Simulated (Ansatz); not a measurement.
# What AgC (built on the sites of a database entry of TlC) distorts into, part 2 of 3

Aim: this structure of AgC (built on the sites of a database entry of TlC) is to be tested for unstable modes, and one is followed downhill.

Ansatz 0.2.0; DFT LDA, scalar-relativistic, plane waves, PAW.

So far, highest frequency on the path or at a solved wavevector (cm⁻¹): step 2 (response at finite wavevector) 326. Also lowest frequency on the path (cm⁻¹): step 2 -140.

The structure was built from a prototype and need not be the compound's stable phase.

## (6) Relaxation from the frozen mode

Starting from the lowest point found, all atoms and the cell are let go, so that strain and other modes of the same symmetry can join in.

Contents of input.yaml:

```yaml
crystal:
  lattice:
    - [0.0, -2.2603460705, -2.2603460705]
    - [4.5206921411, 2.2603460705, -2.2603460705]
    - [2.2603460705, -4.5206921411, 2.2603460705]
  atoms:
    - { symbol: Ag, position: [0.7492387463, 0.7557562615, 0.5015225074] }
    - { symbol: Ag, position: [0.5007612537, 0.4942437385, -0.0015225074] }
    - { symbol: Ag, position: [0.2507612537, 0.2442437385, 0.4984774926] }
    - { symbol: Ag, position: [-0.0007612537, 0.0057562615, 0.0015225074] }
    - { symbol: C, position: [0.625, 0.125, 0.75] }
    - { symbol: C, position: [0.3851118019, 0.8550214613, 0.2297763961] }
    - { symbol: C, position: [0.125, 0.625, 0.75] }
    - { symbol: C, position: [0.8648881981, 0.3949785387, 0.2702236039] }
kpoints:
  mp_grid: { grid: [10, 6, 10] }
hamiltonian:
  xc: lda
scf:
  occupations: { method: methfessel_paxton, width: 0.15 }
output:
  forces: true
  stress: true
  eigenvalues: true
relax:
  adjacent_minimum: "off"
  f_tol: 0.002
  max_steps: 120
  cell: { stress_tol: 0.03 }
```

Run with:

```bash
> ansatz run input.yaml --threads 4 --pin off --max-ram 7168MiB --backend cpu --events-out ev --progress --plain --runs-dir out
```

Numbers of over 12 decimals in the logs are rounded to 6 here.

The program printed:

```text
[...]
Crystal: 8 atoms, lattice volume = 92.388 Å³
Basis set: ecut = 420 eV, 1817 PW (Γ)
Bands: 56, of which v1, the nominal top of the filled ones, is band 46 counted from 1 (45 counted from 0)
Symmetry: 4 space group operations
[...]
k-points: 172 of 600
[...]
SCF iter   1: F=—  HF=-30787.129653 eV  |F-HF|=—  |Δ(HF+E_count)|=         —  Δρ=1.26e-2  dr2=1.18e-1  ethr=1.77e-3  ⟨swp⟩=5.8  Hψ=31305  notcnv=0
[...]
SCF iter   6: F=-30787.100173 eV  HF=-30787.100173 eV  |F-HF|=3.76e-8  |Δ(HF+E_count)|=   2.16e-7  S|Δr|=    0.00e0  Δρ=6.74e-6  dr2=7.12e-8  ethr=1.09e-10  ⟨swp⟩=8.6  Hψ=37192  notcnv=0
SCF 1 converged in 6 iterations: F = -30787.100173 eV  dr2 = 7.12e-8
[...]
relax step   1: F+E_penalty+E_count = -30787.10017342 eV  Δ(F+E_penalty+E_count) = +0.000e0 eV  max|allowed force component| = 2.929e-1 eV/Å  Δτ_max = 0.0000 Å  P = +0.208 GPa  Ω = 92.388 Å³  (6 SCF iters, dr2 threshold 1.00e-7 eV, accepted)
Crystal: 8 atoms, lattice volume = 92.414 Å³
Basis set: ecut = 420 eV, 1825 PW (Γ)
[...]
iter 1 solved again at ethr=9.21e-6 eV; its pass at ethr=3.10e-3 eV (dr2=8.48e-3 eV) is discarded
[...]
SCF iter   5: F=-30787.116125 eV  HF=-30787.116125 eV  |F-HF|=5.75e-7  |Δ(HF+E_count)|=   5.98e-7  S|Δr|=    0.00e0  Δρ=1.86e-5  dr2=7.06e-7  ethr=8.70e-10  ⟨swp⟩=5.5  Hψ=35982  notcnv=0
SCF 2 converged in 5 iterations: F = -30787.116125 eV  dr2 = 7.06e-7
relax step   2: F+E_penalty+E_count = -30787.11612459 eV  Δ(F+E_penalty+E_count) = -1.595e-2 eV  max|allowed force component| = 1.228e-1 eV/Å  Δτ_max = 0.0192 Å  P = +0.069 GPa  Ω = 92.414 Å³  energy of the carried Pulay correction = -4.152e-5 eV  (5 SCF iters, dr2 threshold 8.00e-7 eV, accepted)
Crystal: 8 atoms, lattice volume = 92.473 Å³
[...]
SCF iter   6: F=-30787.142428 eV  HF=-30787.142428 eV  |F-HF|=2.54e-7  |Δ(HF+E_count)|=   1.21e-6  S|Δr|=    0.00e0  Δρ=1.43e-5  dr2=3.67e-7  ethr=8.70e-10  ⟨swp⟩=5.9  Hψ=36705  notcnv=0
SCF 3 converged in 6 iterations: F = -30787.142428 eV  dr2 = 3.67e-7
relax step   3: F+E_penalty+E_count = -30787.14242822 eV  Δ(F+E_penalty+E_count) = -2.630e-2 eV  max|allowed force component| = 2.472e-1 eV/Å  Δτ_max = 0.0607 Å  P = -0.028 GPa  Ω = 92.473 Å³  energy of the carried Pulay correction = -1.365e-4 eV  (6 SCF iters, dr2 threshold 8.00e-7 eV, accepted)
[... from here on, the SCF cycles and remarks between the steps are left out ...]
relax step   4: F+E_penalty+E_count = -30787.16186536 eV  Δ(F+E_penalty+E_count) = -1.944e-2 eV  max|allowed force component| = 2.878e-1 eV/Å  Δτ_max = 0.0657 Å  P = -0.262 GPa  Ω = 92.673 Å³  energy of the carried Pulay correction = -4.560e-4 eV  (6 SCF iters, dr2 threshold 8.00e-7 eV, accepted)
relax step   5: F+E_penalty+E_count = -30787.18284113 eV  Δ(F+E_penalty+E_count) = -2.098e-2 eV  max|allowed force component| = 3.794e-1 eV/Å  Δτ_max = 0.1781 Å  P = +0.427 GPa  Ω = 92.898 Å³  energy of the carried Pulay correction = -8.131e-4 eV  (7 SCF iters, dr2 threshold 8.00e-7 eV, accepted)
relax step   6: F+E_penalty+E_count = -30787.23015073 eV  Δ(F+E_penalty+E_count) = -4.731e-2 eV  max|allowed force component| = 1.387e-1 eV/Å  Δτ_max = 0.1096 Å  P = -0.999 GPa  Ω = 94.090 Å³  energy of the carried Pulay correction = -2.696e-3 eV  (7 SCF iters, dr2 threshold 8.00e-7 eV, accepted)
relax step   7: F+E_penalty+E_count = -30787.24457359 eV  Δ(F+E_penalty+E_count) = -1.442e-2 eV  max|allowed force component| = 1.028e-1 eV/Å  Δτ_max = 0.0529 Å  P = +0.509 GPa  Ω = 93.143 Å³  energy of the carried Pulay correction = -1.202e-3 eV  (6 SCF iters, dr2 threshold 8.00e-7 eV, accepted)
relax step   8: F+E_penalty+E_count = -30787.24946194 eV  Δ(F+E_penalty+E_count) = -4.888e-3 eV  max|allowed force component| = 8.577e-3 eV/Å  Δτ_max = 0.0268 Å  P = +0.067 GPa  Ω = 93.604 Å³  energy of the carried Pulay correction = -1.932e-3 eV  (5 SCF iters, dr2 threshold 8.00e-7 eV, accepted)
relax step   9: F+E_penalty+E_count = -30787.24949356 eV  Δ(F+E_penalty+E_count) = -3.161e-5 eV  max|allowed force component| = 2.340e-3 eV/Å  Δτ_max = 0.0029 Å  P = +0.011 GPa  Ω = 93.657 Å³  energy of the carried Pulay correction = -2.015e-3 eV  (5 SCF iters, dr2 threshold 5.89e-8 eV, accepted)
relax step  10: F+E_penalty+E_count = -30787.24949269 eV  Δ(F+E_penalty+E_count) = +8.614e-7 eV  max|allowed force component| = 2.854e-3 eV/Å  Δτ_max = 0.0018 Å  P = +0.016 GPa  Ω = 93.659 Å³  energy of the carried Pulay correction = -2.019e-3 eV  (6 SCF iters, dr2 threshold 3.42e-10 eV, accepted)
relax step  11: F+E_penalty+E_count = -30787.24948309 eV  Δ(F+E_penalty+E_count) = +9.609e-6 eV  max|allowed force component| = 5.927e-4 eV/Å  Δτ_max = 0.0010 Å  P = -0.004 GPa  Ω = 93.668 Å³  energy of the carried Pulay correction = -2.033e-3 eV  (5 SCF iters, dr2 threshold 2.80e-9 eV, accepted)
relax step  12: F+E_penalty+E_count = -30787.26006707 eV  Δ(F+E_penalty+E_count) = -1.058e-2 eV  max|allowed force component| = 1.764e-3 eV/Å  Δτ_max = 0.0000 Å  P = +0.139 GPa  Ω = 93.668 Å³  stress off target by 4.30e-1 GPa  SCF on the basis re-selected at this cell (its energy is not comparable with the rows above)  (6 SCF iters)
relax step  13: F+E_penalty+E_count = -30787.26038842 eV  Δ(F+E_penalty+E_count) = -3.214e-4 eV  max|allowed force component| = 3.220e-3 eV/Å  Δτ_max = 0.0073 Å  P = +0.047 GPa  Ω = 93.797 Å³  energy of the carried Pulay correction = -2.275e-4 eV  (5 SCF iters, dr2 threshold 4.62e-7 eV, accepted)
relax step  14: F+E_penalty+E_count = -30787.26032779 eV  Δ(F+E_penalty+E_count) = +6.063e-5 eV  max|allowed force component| = 3.064e-4 eV/Å  Δτ_max = 0.0018 Å  P = +0.000 GPa  Ω = 93.842 Å³  energy of the carried Pulay correction = -3.038e-4 eV  (5 SCF iters, dr2 threshold 1.02e-8 eV, accepted)
[...]
SCF iter   5: F=-30787.260657 eV  HF=-30787.260657 eV  |F-HF|=3.64e-12  |Δ(HF+E_count)|=  2.55e-11  S|Δr|=    0.00e0  Δρ=7.99e-8  dr2=5.09e-12  ethr=1.00e-12  ⟨swp⟩=5.7  Hψ=40075  notcnv=0
SCF 15 converged in 5 iterations: F = -30787.260657 eV  dr2 = 5.09e-12
relax step  15: F+E_penalty+E_count = -30787.26065729 eV  Δ(F+E_penalty+E_count) = -3.295e-4 eV  max|allowed force component| = 3.189e-4 eV/Å  Δτ_max = 0.0000 Å  P = -0.000 GPa  Ω = 93.842 Å³  stress off target by 1.38e-2 GPa  SCF on the basis re-selected at this cell (its energy is not comparable with the rows above)  (5 SCF iters)
[...]
SCF converged after 5 iterations
[...]
Free energy (F): -30787.260657 eV
[...]
Internal energy: -30787.260222 eV  (E = F + TS)
E sigma→0 (E₀):  -30787.260548 eV
Entropy (-TS):   -0.000435 eV (-0.054 meV/atom)
Fermi energy:    15.547884 eV
[...]
--- Forces (eV/Å), atoms counted from 1 ---
  atom   1  Ag     0.00000633     0.00002311    -0.00002311
  atom   2  Ag    -0.00000633    -0.00002311     0.00002311
  atom   3  Ag    -0.00031893    -0.00004528     0.00004528
  atom   4  Ag     0.00031893     0.00004528    -0.00004528
  atom   5  C      0.00000000     0.00000000     0.00000000
  atom   6  C      0.00010145    -0.00006237     0.00006237
  atom   7  C      0.00000000     0.00000000     0.00000000
  atom   8  C     -0.00010145     0.00006237    -0.00006237
  max |Σ_I F_I| component: 0.00e0 eV/Å
--- Stress (GPa, compression-positive) ---
        0.010156      -0.005731       0.005731
       -0.005731      -0.005079      -0.001046
        0.005731      -0.001046      -0.005079
  P = ⅓ Tr σ = -0.0000 GPa (-0.000 kbar)
--- Band table (eV; the first three rows and the last of 172) ---
  k-point 0: bands = [... 42 lower, 13.5975, 14.6177, 16.0076, 16.2631, 16.3966, 16.5266, 16.7902, 16.9044, ... 6 higher]
  k-point 1: bands = [... 42 lower, 13.6588, 14.4201, 15.9077, 16.0650, 16.4309, 16.5568, 16.7294, 17.3934, ... 6 higher]
  k-point 2: bands = [... 42 lower, 13.7474, 14.1107, 15.5698, 15.5865, 16.5146, 16.7000, 17.1958, 17.8885, ... 6 higher]
  k-point 171: bands = [... 42 lower, 13.3094, 13.9139, 14.5375, 14.7645, 15.3852, 15.9655, 17.3377, 17.7714, ... 6 higher]
--- Relaxed structure (13 steps of the walk, 13 accepted, 2 SCFs on fresh bases) ---
  F+E_penalty+E_count = -30787.26065729 eV   max|allowed force component| = 3.189e-4 eV/Å   (the final SCF, on the basis selected at the relaxed cell)
  cell:  # Å, volume = 93.8418 Å³
    - [-1.2041666275219853e-11, -2.177468, -2.177468]
    - [4.828103, 2.150544, -2.150544]
    - [2.526148, -4.426647, 2.249179]
  atoms:
    - { symbol: Ag, position: [0.747791, 0.785891, 0.504419] }
    - { symbol: Ag, position: [0.502209, 0.464109, -0.00441871] }
    - { symbol: Ag, position: [0.248209, 0.258604, 0.503581] }
    - { symbol: Ag, position: [0.00179073, -0.00860387, -0.00358146] }
    - { symbol: C, position: [0.625000, 0.125000, 0.750000] }
    - { symbol: C, position: [0.403949, 0.804877, 0.192103] }
    - { symbol: C, position: [0.125000, 0.625000, 0.750000] }
    - { symbol: C, position: [0.846051, 0.445123, 0.307897] }
```

Wall time 2.4 min (4 threads of Arm Neoverse V2, shared host); peak memory 0.88 GiB; 9.5 min of CPU time.

Step by step:

```tsv
step	energy less that of the first step (eV)	largest force component (eV/Å)	pressure (GPa)	volume (Å³)
1	0.0000	0.2929	0.21	92.39
2	-0.0160	0.1228	0.07	92.41
3	-0.0423	0.2472	-0.03	92.47
4	-0.0617	0.2878	-0.26	92.67
5	-0.0827	0.3794	0.43	92.90
6	-0.1300	0.1387	-1.00	94.09
7	-0.1444	0.1028	0.51	93.14
8	-0.1493	0.0086	0.07	93.60
9	-0.1493	0.0023	0.01	93.66
10	-0.1493	0.0029	0.02	93.66
11	-0.1493	0.0006	0.00	93.67
12*	-0.1599	0.0018	0.14	93.67
13	-0.1602	0.0032	0.05	93.80
14	-0.1602	0.0003	0.00	93.84
15*	-0.1605	0.0003	0.00	93.84
```

Relaxation steps marked * repeat the geometry before them on a plane-wave basis chosen anew for their cell, so energy and pressure can jump there.

The run keeps the 4 symmetry operations that it works with, so distortions that break them were not tested.

```tsv
cell as run	before	after	change
a (Å)	3.197	3.079	-3.7 %
b (Å)	5.537	5.706	+3.1 %
c (Å)	5.537	5.571	+0.6 %
α (°)	99.59	93.90	-5.7 %
β (°)	73.22	73.96	+1.0 %
volume (Å³/atom)	11.55	11.73	+1.6 %
```

The atoms that moved most (Å, as changes of fractional coordinates times the final cell):

```tsv
atom	dx	dy	dz	length
C8	0.337	-0.018	0.018	0.338
C6	-0.337	0.018	-0.018	0.338
Ag1	0.153	0.055	-0.055	0.172
Ag2	-0.153	-0.055	0.055	0.172
Ag4	-0.082	-0.014	0.014	0.085
Ag3	0.082	0.014	-0.014	0.085
```

This step gave:

```yaml
pressure: -4.07e-7 GPa
volume_per_atom: 11.73 Å³
```

The distorted start has space group C2/m; the relaxation ends in C2/m.

## (7) The new phase in its own primitive cell

The relaxed structure is symmetrised, reduced to its primitive cell and relaxed tightly, as its phonons need.

Contents of input.yaml:

```yaml
crystal:
  lattice:
    - [5.3539470425, -1.5397021105, 0.0]
    - [5.3539470425, 1.5397021105, 0.0]
    - [-0.4034688185, 0.0, 5.6918772579]
  atoms:
    - { symbol: Ag, position: [0.6227906452, 0.6227906452, 0.8391085856] }
    - { symbol: Ag, position: [0.3772093548, 0.3772093548, 0.1608914144] }
    - { symbol: Ag, position: [0.1232092701, 0.1232092701, 0.3663961256] }
    - { symbol: Ag, position: [0.8767907299, 0.8767907299, 0.6336038744] }
    - { symbol: C, position: [0.5, 0.5, 0.5] }
    - { symbol: C, position: [0.2789487481, 0.2789487481, 0.8201232723] }
    - { symbol: C, position: [0.0, 0.0, 0.0] }
    - { symbol: C, position: [0.7210512519, 0.7210512519, 0.1798767277] }
kpoints:
  mp_grid: { grid: [10, 10, 6] }
hamiltonian:
  xc: lda
scf:
  occupations: { method: methfessel_paxton, width: 0.15 }
output:
  forces: true
  stress: true
  eigenvalues: true
relax:
  adjacent_minimum: "off"
  f_tol: 0.001
  max_steps: 60
  cell: { stress_tol: 0.01 }
```

The program printed:

```text
[...]
Crystal: 8 atoms, lattice volume = 93.842 Å³
Basis set: ecut = 420 eV, 1821 PW (Γ)
Bands: 56, of which v1, the nominal top of the filled ones, is band 46 counted from 1 (45 counted from 0)
Symmetry: 4 space group operations
[...]
k-points: 172 of 600
[...]
- [-0.403150, 0, 5.691615]
  atoms:
    - { symbol: Ag, position: [0.622793, 0.622793, 0.839101] }
    - { symbol: Ag, position: [0.377207, 0.377207, 0.160899] }
    - { symbol: Ag, position: [0.123208, 0.123208, 0.366393] }
    - { symbol: Ag, position: [0.876792, 0.876792, 0.633607] }
    - { symbol: C, position: [0.5, 0.5, 0.5] }
    - { symbol: C, position: [0.278947, 0.278947, 0.820135] }
    - { symbol: C, position: [0, 0, 0] }
    - { symbol: C, position: [0.721053, 0.721053, 0.179865] }
[key lines of the parts left out:]
SCF converged after 4 iterations
Free energy (F): -30787.260655 eV
Fermi energy:    15.547747 eV
P = ⅓ Tr σ = -0.0001 GPa (-0.001 kbar)
```

Elapsed: 27 s, on 4 threads; peak memory 0.88 GiB; 1.8 min of CPU time.

Little changed from the start: no atom moved by 0.005 Å and no cell edge by 0.1 %.

This step gave:

| Quantity | Value |
| --- | --- |
| pressure | -8.86e-5 GPa |

The largest force component left is 0.18 meV/Å and the pressure is 0.000 GPa, within the tolerances set. The cell now holds 11.73 Å³/atom.

(Continued in part 3 of 3.)

[Logs are printed without paths, hosts, clocks, repeated set-up lines and the standing remarks that a program may print on its own settings, such as how far it seeks lower states.]

[Hosts, paths, dates, database ids (printed as entryN), source tags and the programs' standing remarks are cut or masked in the printed files.]
